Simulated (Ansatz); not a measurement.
**NaVS3 in P4mm, a phase reached by a soft mode: a soft mode frozen in**

Aim: this structure of NaVS3 in P4mm, a phase reached by a soft mode is to be tested for unstable modes, and one is followed downhill.

Method: DFT PBEsol, scalar-relativistic, plane waves, PAW; PAW set soft_1, in Ansatz 0.2.0.

This is a report of a sequence of runs, with most program output left out.

The structure was built from a prototype and need not be the compound's stable phase.

**1. Starting point**

It takes space group P4mm (No. 99, tetragonal). Conventional cell: a = 4.332 Å, b = 4.332 Å, c = 5.603 Å, α = 90.00°, β = 90.00°, γ = 90.00°. Nearest to Na lie 8 S at 3.06 to 3.13 Å. V has 5 S at 2.07 to 2.28 Å nearest. Nearest to S lie 1 V at 2.07 Å and 4 Na at 3.13 Å. Nearest to S lie 2 V at 2.28 Å and 2 Na at 3.06 Å. Farther neighbours and most contacts between anions are not listed.

**2. Zone-centre response**

This phase was reached earlier by freezing in an unstable mode of a structure of higher symmetry and relaxing. Its zone-centre modes can show that it is still unstable.

Contents of input.yaml:

```yaml
crystal:
  lattice:
    - [4.332306063, 0.0, 0.0]
    - [0.0, 4.332306063, 0.0]
    - [0.0, 0.0, 5.603351591]
  atoms:
    - { symbol: Na, position: [0.0, 0.0, 0.5595514499] }
    - { symbol: V, position: [0.5, 0.5, 0.0738971377] }
    - { symbol: S, position: [0.5, 0.5, 0.4434739098] }
    - { symbol: S, position: [0.5, 0.0, 0.9458118255] }
    - { symbol: S, position: [0.0, 0.5, 0.9458118255] }
kpoints:
  mp_grid: { grid: [8, 8, 6] }
hamiltonian:
  xc: pbesol
  pseudopotentials: { kind: paw, azcp: { folder: soft_1 }, xc_functional: pbe }
scf:
  occupations: { method: methfessel_paxton, width: 0.2 }
output:
  eigenvalues: true
phonons:
  method: dfpt
```

Launch:

```sh
> ansatz run input.yaml --threads 8 --pin off --max-ram 16384MiB --backend cpu --events-out ev --progress --plain --runs-dir out
```

It took 30 s on 8 threads of Arm Neoverse V2, shared host; peak memory 1.2 GiB.

Numbers from this step:

| Item | Value |
| --- | --- |
| volume per atom | 21.03 Å³ |
| gap on the k-mesh | 0 eV |
| sum-rule residual before enforcement | 1.40e-4 eV/Å² |
| point group | 4mm |
| highest optical mode at the zone centre (no LO-TO term) | 521.9 cm⁻¹ |
| lowest optical zone-centre mode | -120.0 cm⁻¹ |

Patterns of degenerate modes are one choice out of their space. The modes at Γ (shares of kinetic energy by element, %) (negative means imaginary):

```
mode  frequency (cm⁻¹)  symmetry  Na %  V %  S %
   1            -120.0         E     1   27   72
   2            -120.0         E     1   27   72
   3               0.0  acoustic    14   30   57
   4               0.0  acoustic    14   30   57
   5               0.0  acoustic    14   30   57
   6              86.5        A1    86    4    9
   7              87.7         E    78    9   12
   8              87.7         E    78    9   12
   9             122.2        B1     0    0  100
  10             145.4         E     8   15   77
  11             145.4         E     8   15   77
  12             216.8        A1     0   25   75
  13             374.1         E     0   19   81
  14             374.1         E     0   19   81
  15             521.9        A1     0   40   59
```

Displacements in mode 2 (-120.0 cm⁻¹), the largest set to 1:
```
Na1  0.01  0.10  0.00
V2  -0.04 -0.51  0.00
S3  -0.02 -0.31  0.00
S4   0.07  0.04  0.00
S5   0.00  1.00  0.00
```

Displacements in mode 7 (87.7 cm⁻¹), the largest set to 1:
```
Na1  0.03  1.00  0.00
V2  -0.01 -0.23  0.00
S3   0.00  0.10  0.00
S4  -0.01 -0.23  0.00
S5  -0.01 -0.22  0.00
```

Before it was imposed, the acoustic sum rule was missed by 1.4e-4 eV/Å². Small misses are needed for a sound result but don't prove that mesh and cutoff are converged. The lowest optical mode is imaginary, 120.0i cm⁻¹, so the energy falls along it.

**3. The mode frozen in, largest atomic shift 0 Å**

The mode followed lies at Γ with frequency 120.0i cm⁻¹ and is 2-fold degenerate, the softest among the wavevectors solved. At small amplitude the distorted cell has space group no. 8 by a symmetry search on the positions. The undistorted cell that holds it gives the zero of energy on the same k mesh.

Changes to input.yaml since step 2:

```diff
@@ -19,4 +19,4 @@
 output:
+  forces: true
+  stress: true
   eigenvalues: true
-phonons:
-  method: dfpt
```

The job ended after 2 s (8 threads; peak memory 0.47 GiB).

Numbers from this step:

- pressure: -0.004953 GPa
- energy from the undistorted cell: 0 meV/atom

The run ends at a pressure of 0.00 GPa, with forces up to 7.9e-4 eV/Å.

**4. The mode frozen in, largest atomic shift 0.22 Å**

The atoms are moved along the unstable eigenvector, the largest shift by 0.22 Å, with the cell fixed.

input.yaml, the sections that differ from step 3:

```yaml
crystal:
  lattice:
    - [4.332306063, 0.0, 0.0]
    - [0.0, 4.332306063, 0.0]
    - [0.0, 0.0, 5.603351591]
  atoms:
    - { symbol: Na, position: [0.0052479195, 0.0052479195, 0.5595514499] }
    - { symbol: V, position: [0.4742736142, 0.4742736142, 0.0738971377] }
    - { symbol: S, position: [0.4843768871, 0.4843768871, 0.4434739098] }
    - { symbol: S, position: [0.5507420419, 0.0019956133, 0.9458118255] }
    - { symbol: S, position: [0.0019956133, 0.5507420419, 0.9458118255] }
# kpoints, hamiltonian, scf, output: as in step 3
```

Run time: 3.8 s. Hardware: 8 threads; peak memory 0.55 GiB; 28 s of CPU time.

This step gave:

- pressure: -0.06680 GPa
- energy from the undistorted cell: -6.602 meV/atom

The energy, extrapolated to zero smearing, is -6.60 meV/atom against the undistorted cell.

The run ends at a pressure of -0.07 GPa, with forces up to 0.35 eV/Å.

**5. Energy along the mode, all amplitudes (two of the runs are shown above)**

An imaginary frequency means negative curvature, so the energy should fall and then rise again as anharmonic terms take over.

This step gave:

| Quantity | Value |
| --- | --- |
| depth at the lowest point sampled | 6.602 meV/atom |
| largest atomic shift at that point | 0.22 Å |

Table of energy from the parent by largest atomic shift:

```
largest atomic shift (Å)  energy from the parent (meV/atom)
                   0.000                                  0
                   0.040                              -0.73
                   0.080                              -2.67
                   0.140                              -6.17
                   0.220                              -6.60
                   0.320                               14.5
```

Displacement at unit largest shift by atom:

```
atom   x (Å)   y (Å)  z (Å)   size
 Na1   0.103   0.103  0.000  0.146
  V2  -0.507  -0.507  0.000  0.717
  S3  -0.308  -0.308  0.000  0.436
  S4   0.999   0.039  0.000  1.000
  S5   0.039   0.999  0.000  1.000
```

The lowest of the steps tried is at 0.22 Å, 6.60 meV/atom below the parent; the bottom of the well need not coincide with a step.

**6. Relaxing from the distorted cell**

Starting from the lowest point found, all atoms and the cell are let go, so that strain and other modes of the same symmetry can join in.

Changes to input.yaml since step 4:

```diff
@@ -22 +22,6 @@
   eigenvalues: true
+relax:
+  adjacent_minimum: "off"
+  f_tol: 0.002
+  max_steps: 120
+  cell: { stress_tol: 0.03 }
```

Run time: 28 s. Hardware: 8 threads; peak memory 0.64 GiB; 3.5 min of CPU time.

The steps of the relaxation:

```
step  energy less that of the first step (eV)  largest force component (eV/Å)  pressure (GPa)  volume (Å³)
   1                                   0.0000                          0.2057           -0.07       105.17
   2                                  -0.0234                          0.0933           -0.16       104.94
   3                                  -0.0380                          0.0671            0.04       104.52
   4                                  -0.0387                          0.0631            0.02       104.08
   5                                  -0.0390                          0.0032           -0.02       104.40
   6                                  -0.0390                          0.0035            0.00       104.40
   7                                  -0.0390                          0.0010            0.00       104.41
  8*                                  -0.0392                          0.0013            0.00       104.41
```

Relaxation steps marked * repeat the geometry before them on a plane-wave basis chosen anew for their cell, so energy and pressure can jump there.

Forces are held to the 2 operations that the run works with; a distortion that breaks them can't arise in this run.

```
     cell as run  before  after  change
           a (Å)   4.332  4.281  -1.2 %
           b (Å)   4.332  4.281  -1.2 %
           c (Å)   5.603  5.713  +2.0 %
           α (°)   90.00  93.19  +3.5 %
           β (°)   90.00  93.19  +3.5 %
           γ (°)   90.00  89.41  -0.7 %
volume (Å³/atom)   21.03  20.88  -0.7 %
```

The atoms that moved most (Å, as changes of fractional coordinates times the final cell):

```
atom      dx      dy      dz  length
 Na1  -0.007  -0.007  -0.059   0.059
  V2   0.027   0.027   0.029   0.049
  S3   0.027   0.027   0.009   0.039
  S4  -0.018  -0.029   0.010   0.036
  S5  -0.029  -0.018   0.010   0.036
```

The relaxed structure:

```xyz
5
Lattice="4.2797 0.0204 -0.1206 0.0204 4.2797 -0.1206 -0.1560 -0.1560 5.7092" Properties=species:S:1:pos:R:3 pbc="T T T"
Na   -0.0717   -0.0717    3.1348
V     2.0554    2.0554    0.3367
S     2.0407    2.0407    2.4238
S     2.1910   -0.1569    5.3434
S    -0.1569    2.1910    5.3434
```

Numbers from this step:

```yaml
pressure: 0.003774 GPa
volume_per_atom: 20.88 Å³
```

The distorted start has space group Cm; the relaxation ends in Cm.

**7. The new phase in its own primitive cell**

The relaxed structure is symmetrised, reduced to its primitive cell and relaxed tightly, as its phonons need.

input.yaml, the sections that differ from step 6:

```yaml
crystal:
  lattice:
    - [3.043045188, -3.0117462921, 0.0]
    - [3.043045188, 3.0117462921, 0.0]
    - [-0.4468358564, 0.0, 5.6959910888]
  atoms:
    - { symbol: Na, position: [0.003265404, 0.003265404, 0.5492197561] }
    - { symbol: V, position: [0.4808562884, 0.4808562884, 0.0792934869] }
    - { symbol: S, position: [0.4907243027, 0.4907243027, 0.4452744265] }
    - { symbol: S, position: [0.5465241037, 0.9952659772, 0.9473792394] }
    - { symbol: S, position: [0.9952659772, 0.5465241037, 0.9473792394] }
relax:
  adjacent_minimum: "off"
  f_tol: 0.001
  max_steps: 60
  cell: { stress_tol: 0.01 }
# kpoints, hamiltonian, scf, output: as in step 6
```

Elapsed: 17 s, on 8 threads; peak memory 0.64 GiB.

Little changed from the start: no atom moved by 0.005 Å and no cell edge by 0.1 %.

This step gave:

```
pressure        : -4.56e-4 GPa
volume per atom : 20.89 Å³
```

The largest force component left is 0.68 meV/Å and the pressure is 0.000 GPa, within the tolerances set. The cell now holds 20.89 Å³/atom.

**8. Modes of the new phase**

A relaxed structure may still be a saddle point, so its zone-centre modes are computed. No field response is asked, since the mesh shows no gap.

input.yaml, the sections that differ from step 7:

```yaml
crystal:
  lattice:
    - [3.0427753997, -3.0108502451, -0.0023256888]
    - [3.0427753997, 3.0108502451, -0.0023256888]
    - [-0.4511494801, 0.0, 5.7011419956]
  atoms:
    - { symbol: Na, position: [0.0034123622, 0.0034123622, 0.5496508818] }
    - { symbol: V, position: [0.4808509872, 0.4808509872, 0.0792723815] }
    - { symbol: S, position: [0.490934493, 0.490934493, 0.4449619563] }
    - { symbol: S, position: [0.5463947712, 0.9950434624, 0.9473304644] }
    - { symbol: S, position: [0.9950434624, 0.5463947712, 0.9473304644] }
output:
  eigenvalues: true
phonons:
  method: dfpt
# kpoints, hamiltonian, scf: as in step 7
# relax: removed
```

It took 72 s on 8 threads; peak memory 1.9 GiB; 8.7 min of CPU time.

Numbers from this step:

| Quantity | Value |
| --- | --- |
| sum-rule residual before enforcement | 3.39e-5 eV/Å² |
| point group | m |
| highest optical mode at the zone centre (no LO-TO term) | 515.1 cm⁻¹ |
| lowest optical zone-centre mode | -99.41 cm⁻¹ |

Patterns of degenerate modes are one choice out of their space. Modes at Γ, with each element's share of the kinetic energy (negative means imaginary):

```
mode  frequency (cm⁻¹)  symmetry  Na %  V %  S %
   1             -99.4       A''     0   23   77
   2               0.0  acoustic    14   30   57
   3               0.0  acoustic    14   30   57
   4               0.0  acoustic    14   30   57
   5              70.6        A'    83    5   12
   6              80.6       A''    61   14   25
   7              91.8        A'    75    9   16
   8             122.8       A''    22    1   77
   9             124.6        A'    13    0   87
  10             161.6       A''     4    8   88
  11             193.0        A'     1   31   68
  12             237.0        A'     0   24   75
  13             371.5        A'     0   28   72
  14             384.4       A''     0   23   77
  15             515.1        A'     0   43   57
```

Before it was imposed, the acoustic sum rule was missed by 3.4e-5 eV/Å². Small misses are needed for a sound result but don't prove that mesh and cutoff are converged. The lowest optical mode is imaginary, 99.4i cm⁻¹, so the energy falls along it.

**9. Outcome**

```yaml
unstable_mode_of_the_parent: q = (0, 0, 0), 120i cm⁻¹
depth_at_the_lowest_point_sampled: 6.60 meV/atom
largest_atomic_shift_at_that_point: 0.22 Å
space_group_reached_within_0p01_a: Cm
energy_gained_over_the_parent_first_relaxation_on_the_mesh_of_the_frozen_mode: 14.4 meV/atom
volume_per_atom_phase_reached: 20.9 Å³
lowest_optical_zone_centre_mode_phase_reached: -99.4 cm⁻¹
highest_optical_mode_at_the_zone_centre_no_lo_to_term_phase_reached: 515 cm⁻¹
```

**Reading.** Along this mode the structure falls into Cm, 14.4 meV/atom below the parent. At the parent's cell the well is 6.602 meV/atom deep on the steps tried, with its lowest point at a shift of 0.22 Å. Relaxing atoms and cell changes the gain by +7.82 meV/atom against the lowest step (energies at zero smearing). The new phase still has an imaginary mode at the zone centre of its cell, so it is a saddle point on the way to a lower structure. Of the 2 patterns followed to their end from this parent, this one ends 9.18 meV/atom above the lowest, Pm. Each path keeps the symmetry of its pattern, so a lower phase may lie along a pattern not tried. With no gap, or one that is small against the smearing, the frequencies hang on the k mesh and the smearing, most of all near Kohn anomalies. The phonon runs are without spin polarisation, although V often carries a moment. The PAW files were made for PBE and serve the other functionals too. The starting cell was built on a prototype and not taken from a measurement, so the phase need not exist.

[Logs are printed without paths, hosts, clocks, repeated set-up lines and the standing remarks that a program may print on its own settings, such as how far it seeks lower states.]

[Hosts, paths, dates, database ids (printed as entryN), source tags and the programs' standing remarks are cut or masked in the printed files.]
